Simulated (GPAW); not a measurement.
# BaTiO3: optical spectrum from first principles, part 2 of 2

Wanted: where BaTiO3 starts to absorb, how strongly, and its refractive index.

GPAW 26.7.0; DFT, PBE, plane-wave PAW (GPAW data sets), scalar-relativistic, RPA, optical limit.

So far. Step 2 (Ground state): There is a gap, 1.77 eV on this mesh (points off the mesh can give less), so no carriers' term is needed.

**4. Dielectric function, RPA (continued)**

Some rows of df_x.csv (energy; Re and Im without local fields; Re and Im with them):

```text
0.000000, 6.301030, 0.000000, 6.042031, 0.000000
0.555532, 6.378159, 0.058160, 6.115346, 0.055250
1.143969, 6.663283, 0.150093, 6.385906, 0.142184
1.768324, 7.385806, 0.477755, 7.068666, 0.450117
2.431988, 8.287509, 1.755378, 7.919110, 1.628215
3.138794, 8.117535, 4.190020, 7.844479, 3.874759
3.893091, 6.031198, 6.887341, 6.172684, 6.505941
4.699832, 2.110384, 4.223789, 2.077940, 4.392653
5.564682, 3.142620, 2.661779, 2.920227, 2.770975
6.494155, 4.002260, 3.148840, 3.704466, 3.174916
7.495775, 2.589285, 3.929415, 2.149547, 3.943809
8.578281, 2.255399, 4.606417, 1.901668, 4.374258
9.751884, 0.935382, 4.243366, 0.728919, 3.826276
11.028587, -0.080842, 2.745257, -0.117876, 2.594954
12.422601, 0.019816, 1.404859, -0.248583, 1.384077
13.950874, 1.267758, 0.926560, 0.846088, 0.857391
15.633783, 2.083831, 1.582091, 1.165036, 1.125798
17.496047, 1.964178, 3.048764, 1.230697, 1.519238
19.567954, -1.742286, 2.876865, 1.325553, 1.572294
```

Values under the direct gap are tails of Lorentzian lines. Im ε against photon energy; read off at these points:

```tsv
photon energy (eV)	E ∥ x	E ∥ z
0.00	0	0
0.50	0.0492	0.0491
1.00	0.115	0.115
1.50	0.250	0.250
2.00	0.797	0.800
2.50	1.86	1.87
3.00	3.32	3.31
3.50	4.57	4.54
4.00	6.81	6.67
4.07	6.83	6.71
4.50	5.48	5.43
5.00	3.81	3.85
5.50	2.81	2.83
6.00	3.03	3.02
6.50	3.19	3.17
7.00	4.23	4.31
7.15	4.40	4.44
7.21	4.42	4.41
7.50	3.94	3.84
8.00	3.53	3.44
8.50	4.37	4.31
9.00	4.42	4.40
9.50	3.73	3.74
10.00	3.71	3.67
10.50	3.57	3.59
11.00	2.60	2.59
11.50	2.35	2.37
12.00	1.83	1.83
12.50	1.31	1.34
13.00	0.949	0.961
13.50	0.781	0.799
14.00	0.859	0.868
14.50	0.938	0.938
15.00	1.13	1.10
15.50	1.16	1.20
16.00	1.21	1.19
16.50	1.30	1.28
17.00	1.42	1.40
17.50	1.52	1.52
18.00	1.57	1.60
18.50	1.60	1.60
19.00	1.45	1.45
19.50	1.57	1.57
20.00	1.82	1.83
```

Table of Re ε by photon energy:

```tsv
photon energy (eV)	E ∥ x	E ∥ z
0	6.04	6.03
1	6.30	6.28
2	7.34	7.31
3	7.95	7.90
4	5.30	5.30
5	2.25	2.25
6	3.16	3.16
7	3.12	3.10
8	2.29	2.34
9	1.26	1.29
10	0.342	0.348
11	-0.137	-0.105
12	-0.424	-0.390
13	0.157	0.156
14	0.860	0.844
15	1.20	1.22
16	1.30	1.26
17	1.37	1.39
18	1.32	1.34
19	1.15	1.17
20	1.61	1.64
```

The loss function −Im 1/ε at q → 0 has structure finer than the step of the table below, so its rows give means over 1 eV, whole bins alone (the curve runs from 0 to 20.1 eV). Peaks (eV: height): E ∥ x 13.0: 1.03; E ∥ z 13.1: 1.01.

Values under the direct gap are tails of Lorentzian lines. Loss function −Im 1/ε at q → 0 against energy loss; means over each step:

```tsv
energy loss (eV)	E ∥ x	E ∥ z
1	0.00307	0.00308
2	0.0146	0.0147
3	0.0474	0.0478
4	0.0973	0.0976
5	0.191	0.189
6	0.154	0.155
7	0.155	0.158
8	0.191	0.193
9	0.218	0.218
10	0.268	0.269
11	0.365	0.365
12	0.540	0.538
13	0.946	0.933
14	0.604	0.610
15	0.428	0.426
16	0.395	0.401
17	0.374	0.370
18	0.395	0.391
19	0.414	0.412
```

Values under the direct gap are tails of Lorentzian lines. The Im ε, E ∥ x by photon energy; read off at these points:

```tsv
photon energy (eV)	without local fields	with local fields
0.00	0	0
0.50	0.0518	0.0492
1.00	0.122	0.115
1.50	0.264	0.250
2.00	0.847	0.797
2.50	2.01	1.86
3.00	3.60	3.32
3.50	4.87	4.57
4.00	7.08	6.81
4.07	7.04	6.83
4.50	5.30	5.48
5.00	3.64	3.81
5.50	2.69	2.81
6.00	2.95	3.03
6.50	3.16	3.19
7.00	4.18	4.23
7.21	4.33	4.42
7.50	3.92	3.94
8.00	3.64	3.53
8.50	4.61	4.37
9.00	4.70	4.42
9.50	4.08	3.73
10.00	4.06	3.71
10.50	3.81	3.57
11.00	2.75	2.60
11.50	2.37	2.35
12.00	1.82	1.83
12.50	1.34	1.31
13.00	1.00	0.949
13.50	0.846	0.781
14.00	0.929	0.859
14.50	1.04	0.938
15.00	1.26	1.13
15.50	1.54	1.16
16.00	1.94	1.21
16.50	2.27	1.30
17.00	2.68	1.42
17.50	3.05	1.52
18.00	4.08	1.57
18.27	4.56	1.72
18.50	4.41	1.60
19.00	4.18	1.45
19.50	3.11	1.57
20.00	2.13	1.82
```

The reflectivity at normal incidence by photon energy; read off at these points:

```tsv
photon energy (eV)	E ∥ x (%)	E ∥ z (%)
0.00	17.8	17.7
0.50	17.9	17.9
1.00	18.5	18.5
1.50	19.6	19.6
2.00	21.4	21.3
2.50	23.6	23.5
3.00	25.1	25.0
3.50	25.2	25.1
4.00	29.2	28.8
4.50	26.3	26.0
5.00	19.5	19.7
5.50	14.9	15.0
6.00	16.1	16.1
6.50	17.4	17.4
7.00	20.9	21.2
7.21	21.8	21.9
7.50	20.2	19.8
8.00	18.2	17.7
8.50	22.3	21.9
9.00	24.1	24.0
9.15	24.8	24.7
9.50	22.4	22.3
10.00	24.7	24.5
10.50	27.1	26.7
10.59	28.0	27.8
11.00	23.7	23.4
11.50	24.5	24.4
11.87	26.0	25.5
12.00	25.6	25.0
12.50	21.9	21.6
13.00	13.5	13.5
13.50	6.47	6.53
14.00	4.18	4.33
14.50	4.06	4.11
15.00	5.22	4.97
15.50	5.51	5.75
16.00	5.65	5.54
16.50	6.21	6.01
17.00	6.96	6.83
17.50	7.86	7.80
18.00	8.06	8.20
18.50	8.94	8.90
19.00	7.54	7.55
19.50	8.04	8.04
20.00	9.38	9.41
```

Optical constants at common wavelengths, from n + ik = √ε:

```tsv
wavelength (nm)	n x	k x	R (%) x	1/α x	n z	k z	R (%) z	1/α z
1550	2.49	0.017	18.2	7.2 µm	2.49	0.017	18.2	7.2 µm
1064	2.53	0.029	18.8	2.9 µm	2.53	0.029	18.7	2.9 µm
633	2.71	0.136	21.3	371 nm	2.70	0.137	21.2	368 nm
405	2.88	0.619	25.4	52 nm	2.87	0.619	25.3	52 nm
365	2.76	0.853	25.7	34 nm	2.75	0.851	25.6	34 nm
308	2.61	1.309	29.2	19 nm	2.60	1.287	28.9	19 nm
193	2.03	0.760	16.8	20 nm	2.03	0.750	16.7	20 nm
```

Below the direct gap, k and the depth come from the tails of the Lorentzian lines, not from transitions.

Rows near the edge hang on the gap, which this functional as a rule makes too small, and phonon-assisted absorption is left out.

**5. What came out**

```yaml
electronic_dielectric_constant_eps_infinity_mean_over_x_y_and_z_by_symmetry_where_fewer_were_run_rpa: 6.04
main_peak_of_im_epsilon_first_axis: 4.05 eV
centre_of_weight_of_the_strongest_loss_peak_in_the_window_first_axis: 13.1 eV
```

In words: At this level (PBE, RPA) BaTiO3 has a mean ε∞ = 6.04 and n = 2.49 at 1550 nm (E ∥ x), and Im ε peaks at 4.0 eV (E ∥ x). On the mesh the gap is 1.77 eV and the least direct gap 1.91 eV, so on this mesh the band edges lie at different points. Local fields change the static value along x from 6.30 to 6.04 (-4 %). Distinct maxima of Im ε, read by a parabola through the highest points, lie at 4.05 eV (6.8), 7.20 eV (4.4), 9.00 eV (4.4) and 18.26 eV (1.7) for E ∥ x. The static values by axis are 6.04 (x), 6.03 (z). Excitons and phonon-assisted transitions are missing; PBE gaps are as a rule too small, which pulls the onset down and ε∞ up. Spin-orbit coupling is left out although heavy atoms are present. The sum runs over mesh points, so small or evenly spaced maxima can still be ripples of the mesh. The curves end at 20 eV, about where the summed bands run out. In this version of GPAW the matrix elements of the optical limit are incomplete, which can lower ε − 1 by up to a tenth where first-row anions or d states rule, and shift it by more in d metals.

[Machine, clock and banner lines and Python warnings are left out of the logs.]

[Logs are printed without paths, hosts, clocks, repeated set-up lines and the standing remarks that a program may print on its own settings, such as how far it seeks lower states.]

[Hosts, paths, dates, database ids (printed as entryN), source tags and the programs' standing remarks are cut or masked in the printed files.]
